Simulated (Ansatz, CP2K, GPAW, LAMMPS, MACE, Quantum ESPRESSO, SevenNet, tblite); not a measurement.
## tblite on amorphous Ge (61 atoms): settings against a plane-wave reference

How near does tblite come to plane waves for amorphous Ge (61 atoms)?

Main program and level: tblite 0.8.0; the method is named at each step.

## 1. Starting point

The cell holds 61 atoms: 61 Ge. Its edges and angles: a = 11.144 Å, b = 11.144 Å, c = 11.144 Å, α = 90.0°, β = 90.0°, γ = 90.0°. 61 atoms (61 Ge) placed at random at 5.32 g/cm³, melted at 3500 K for 10 ps at fixed volume with the Tersoff potential (Tersoff, Phys. Rev. B 39, 5566 (1989)). Quenched from 3500 K to 300 K at 3 K/ps and fixed volume, annealed at 1000 K for 20 ps, held 5 ps, then minimised at fixed cell.

The yardstick, on the same geometry:

| Item | Value |
| --- | --- |
| method | Kohn-Sham DFT, PBE, SSSP efficiency 1.3.0 pseudopotentials, plane waves (Quantum ESPRESSO 7.5); sssp-pbe-1.3.0-efficiency, cutoffs 45/360 Ry, Γ point |
| r.m.s. force component | 0.2394 eV/Å |
| longest force | 0.904 eV/Å |
| pressure | 3.959 GPa |
| time | 3.6 min on 4 MPI ranks of Arm Neoverse V1, shared host |
| CPU time | 15 min |

## 2. GFN1-xTB

Method: GFN1-xTB tight binding, diagonalisation.

run.py reads:

```python
import numpy as np
from ase.io import read
from tblite.ase import TBLite

atoms = read("structure.xyz")
atoms.calc = TBLite(method="GFN1-xTB", electronic_temperature=580, accuracy=1.0, max_iterations=250, mixer_damping=0.1, verbosity=1)
energy = atoms.get_potential_energy()
forces = atoms.get_forces()
print(f"energy {energy:.6f} eV")
print("forces (eV/A)")
for i, (a, f) in enumerate(zip(atoms, forces)):
    print(f"{i:4d} {a.symbol:2s} {f[0]:10.5f} {f[1]:10.5f} {f[2]:10.5f}")
stress = -atoms.get_stress(voigt=False) * 160.21766
print("stress (GPa, compression positive)")
for row in stress:
    print(" ".join(f"{x:10.4f}" for x in row))
print("charges (e)")
print(np.array2string(atoms.get_charges(), precision=4, suppress_small=True, max_line_width=110, threshold=100000))
```

structure.xyz reads:

```xyz
61
Lattice="11.14390 0.00000 0.00000 0.00000 11.14390 0.00000 0.00000 0.00000 11.14390" Properties=species:S:1:pos:R:3 pbc="T T T"
Ge 6.68322 9.88430 3.85055
Ge 7.75671 7.60415 6.60042
Ge 4.19401 5.42552 9.51243
Ge 9.95752 3.21323 5.87852
Ge 1.30049 7.13577 10.44395
Ge 8.50614 6.97630 10.08846
Ge 6.07610 3.61074 9.02333
Ge 3.16052 1.21246 1.95754
Ge 6.49065 10.64878 1.56115
Ge 2.99715 7.70244 8.53834
Ge 1.73154 2.97186 0.84214
Ge 6.22966 2.42803 4.21596
Ge 3.06201 9.92899 1.31320
Ge 7.34606 10.42222 9.21155
Ge 1.19518 9.60047 11.03580
Ge 10.29306 7.11928 0.63543
Ge 6.28962 5.50185 1.68451
Ge 7.43075 0.57714 5.28979
Ge 10.60654 10.56185 7.44212
Ge 9.87428 0.04123 5.03448
Ge 7.81121 4.14865 5.03626
Ge 10.26130 9.22358 3.64450
Ge 3.34451 5.14425 4.78697
Ge 0.36485 4.91491 6.93552
Ge 4.90231 9.55322 8.88258
Ge 6.88314 1.25714 7.73286
Ge 6.62182 3.37248 0.41099
Ge 2.83534 10.58815 5.79851
Ge 11.11604 1.94974 4.14352
Ge 9.01664 8.76245 8.31803
Ge 9.27161 5.18035 8.51517
Ge 9.33368 1.63537 7.63636
Ge 3.14459 8.28460 3.13522
Ge 4.58438 9.27239 4.79255
Ge 1.22828 0.06998 9.15583
Ge 3.39399 0.13651 8.04534
Ge 2.70808 5.27430 0.50538
Ge 1.07773 8.05927 4.45700
Ge 11.10267 7.14268 8.28371
Ge 4.02718 2.84883 5.18960
Ge 10.69112 3.08831 1.98885
Ge 8.23256 8.04122 4.25742
Ge 8.10262 5.81622 3.30562
Ge 2.35370 1.32835 4.28505
Ge 1.28890 8.82708 6.77750
Ge 5.11706 9.16051 0.18298
Ge 5.47678 8.27323 6.77973
Ge 3.98205 6.00857 2.51897
Ge 7.09432 5.18871 7.14692
Ge 6.09828 6.88871 10.83945
Ge 1.08486 2.44375 9.74088
Ge 8.47026 11.02444 0.28350
Ge 9.89701 2.99648 9.52269
Ge 10.25183 9.56336 1.21134
Ge 8.87411 2.32005 0.45044
Ge 2.37922 3.89357 8.26621
[... 1 atom lines left out ...]
Ge 4.48809 6.03398 6.91624
Ge 10.39135 5.44368 2.55318
Ge 5.56571 1.73689 1.92177
Ge 0.86867 5.66612 4.59106
```

Command:

```
> OMP_NUM_THREADS=1 python run.py > output.txt
```

What it wrote:

```text
------------------------------------------------------------
  cycle        total energy    energy error   density error
------------------------------------------------------------
      1     -97.12667257789  -9.7049826E+01   3.8021154E-01
      2     -102.1279764655  -5.0013039E+00   2.3773178E-01
      3     -102.8177218942  -6.8974543E-01   1.9723933E-01
      4     -102.5740517074   2.4367019E-01   1.7842164E-01
      5     -102.6320549364  -5.8003229E-02   5.0837172E-02
      6     -102.9246477248  -2.9259279E-01   1.4680201E-02
      7     -102.9285570493  -3.9093246E-03   8.7454962E-03
      8     -102.9290763917  -5.1934233E-04   7.5774831E-03
      9     -102.9297926209  -7.1622921E-04   4.3077175E-03
     10     -102.9301063859  -3.1376507E-04   8.7780943E-04
     11     -102.9301155717  -9.1857901E-06   6.6109633E-04
     12     -102.9301163487  -7.7699444E-07   5.4030169E-04
     13     -102.9301176479  -1.2991954E-06   2.7843103E-04
     14     -102.9301188480  -1.2000267E-06   1.5163887E-04
     15     -102.9301190632  -2.1520070E-07   1.2322349E-04
     16     -102.9301190540   9.1590806E-09   9.8198665E-05
     17     -102.9301191228  -6.8782327E-08   3.2258762E-05
     18     -102.9301191531  -3.0278358E-08   1.7145361E-05
------------------------------------------------------------
 total:                                   6.009 sec
energy -2800.871206 eV
forces (eV/A)
   0 Ge   -0.16901    0.16327   -0.24636
   1 Ge    0.13460   -0.28069   -0.16669
   2 Ge    0.24745   -0.13266   -0.19334
   3 Ge    0.03847    0.29764   -0.04737
   4 Ge   -0.42610    0.18783   -0.12161
   5 Ge   -0.23015    0.05438    0.17517
   6 Ge   -0.67288    0.11284    0.12356
   7 Ge    0.06992    0.02617    0.16155
   8 Ge    0.13370    0.38413    0.29662
   9 Ge    0.12874   -0.16495   -0.10952
  10 Ge    0.11742    0.16880    0.29279
  11 Ge    0.02617    0.03081   -0.23618
  12 Ge    0.27227   -0.01629    0.15040
  13 Ge    0.07573    0.02335   -0.08090
  14 Ge   -0.47999   -0.17864   -0.08635
  15 Ge   -0.11074   -0.07899    0.22567
  16 Ge   -0.05736    0.07720   -0.12428
  17 Ge   -0.15736   -0.53590    0.47282
  18 Ge   -0.03047   -0.15932   -0.28214
  19 Ge   -0.00715   -0.06859    0.06993
  20 Ge    0.14794    0.06070    0.08975
  21 Ge   -0.03843    0.18923   -0.18896
  22 Ge   -0.20517    0.18329    0.04755
  23 Ge    0.19093    0.05700    0.02969
[...]
53 Ge    0.10981   -0.20844   -0.00040
  54 Ge   -0.09447    0.08297    0.18519
  55 Ge   -0.38649   -0.11945   -0.15279
  56 Ge   -0.02176    0.22770    0.49869
  57 Ge    0.31851    0.41402    0.28815
  58 Ge    0.13022    0.14456   -0.06515
  59 Ge   -0.05385   -0.20238    0.15844
  60 Ge    0.12493   -0.12316   -0.06473
stress (GPa, compression positive)
    5.9628     0.7438    -1.0129
    0.7438     6.0795     0.7386
   -1.0129     0.7386     4.7877
charges (e)
[ 0.0013 -0.059   0.0555  0.0272  0.      0.012   0.0876  0.0175 -0.0585  0.0926 -0.0138 -0.0336 -0.0028
  0.0383  0.0076  0.0244  0.0011  0.0076  0.0427  0.0751 -0.0181  0.0089  0.0294  0.044  -0.0266  0.0278
  0.0192  0.0101 -0.0582 -0.0271  0.031  -0.0073  0.0118 -0.0849  0.0352 -0.0387  0.0642 -0.0858  0.084
 -0.0137  0.0091 -0.041  -0.0182 -0.0006 -0.0078  0.0316 -0.0201  0.0185 -0.0005 -0.0501 -0.0625 -0.0397
 -0.1269 -0.0084 -0.0014 -0.0971  0.0051  0.0748  0.0298 -0.0191 -0.0037]
```

Wall time 6.7 s (1 thread of Arm Neoverse V1, shared host); peak memory 0.13 GiB.

Banners, paths, timers and routine set-up lines are dropped from the logs unmarked, and long logs keep their key lines alone; longer cuts are marked.

Against the reference:

| Item | Value |
| --- | --- |
| r.m.s. force component | 0.216 eV/Å |
| r.m.s. difference of force components | 128.2 meV/Å |
| longest difference of force vectors | 535 meV/Å |
| force difference over r.m.s. force | 53.56 % |
| slope of forces against the reference's | 0.7636 |
| correlation of force components | 0.8463 |
| pressure | 5.61 GPa |
| pressure difference | 1.651 GPa |

The surroundings of Ge53, whose charge lies farthest from its element's mean, nearest first, numbered as they follow in the input and with coordinates relative to it.

```
atom      x      y      z  distance (Å)  bonds  Mulliken charge (e)     Fx     Fy  Fz (eV/Å)
Ge53   0.00   0.00   0.00          0.00      4                -0.13  -0.19   0.35       0.19
Ge32  -0.56  -1.36  -1.89          2.39      4                -0.01  -0.39  -0.20       0.03
Ge51   2.33  -0.55   0.22          2.41      4                -0.06   0.03  -0.10      -0.32
Ge55  -1.02  -0.68   2.07          2.41      4                 0.00  -0.09   0.08       0.19
Ge31  -0.63   2.18  -1.01          2.49      5                 0.03  -0.19   0.13       0.12
Ge24   1.61   1.92  -2.59          3.60      5                 0.04   0.19   0.06       0.03
 Ge4   0.06   0.22  -3.64          3.65      4                 0.03   0.04   0.30      -0.05
Ge41   0.79   0.09   3.61          3.70      4                 0.01  -0.05  -0.17       0.11
Ge35   2.48  -2.93  -0.37          3.85      4                 0.04  -0.06   0.19       0.15
```

Atoms are counted from 1 here, from 0 in the log.

Forces lie 54 % from the reference's, at 0.0076 times its CPU time (on 1 against 4 cores).

## 3. Summary of results

| Property | Result |
| --- | --- |
| force difference from the reference | tblite GFN1-xTB, 54 % |
| its CPU time | 6.7 s |

In words: Tight binding differs by 54 % (tblite GFN1-xTB); it is another model, with fitted parameters of its own, and the xTB methods hold dispersion. One electronic-structure run takes under half the reference's CPU time: tblite GFN1-xTB, at 54 % in 6.7 s against 15 min; its pressure misses by +1.7 GPa. Periodic xTB results under one method name differ between programs and library versions. The reference's pressure holds the uncorrected Pulay stress of its 45 Ry basis, so small pressure differences, and their order, may be the reference's own error. The quench rate of 3 K/ps is many orders above laboratory rates, so the cell is likely richer in defects and strain than a real sample. The network of bonds at the start is that of the classical potential that made the cell, and needn't be the one that DFT or experiment would give. The reference's pressure of 4.0 GPa belongs to a cell and atoms that aren't relaxed at this level. The electronic-structure runs sample only Γ, in a cell whose shortest periodic width is 11 Å, which is coarse for a cell with partly filled levels.

[Also dropped from logs without a mark: logging warnings of Python, and SIESTA's first energy breakdown and zero terms.]

[Logs are printed without paths, hosts, clocks, repeated set-up lines and the standing remarks that a program may print on its own settings, such as how far it seeks lower states.]

[Hosts, paths, dates, database ids (printed as entryN), source tags and the programs' standing remarks are cut or masked in the printed files.]
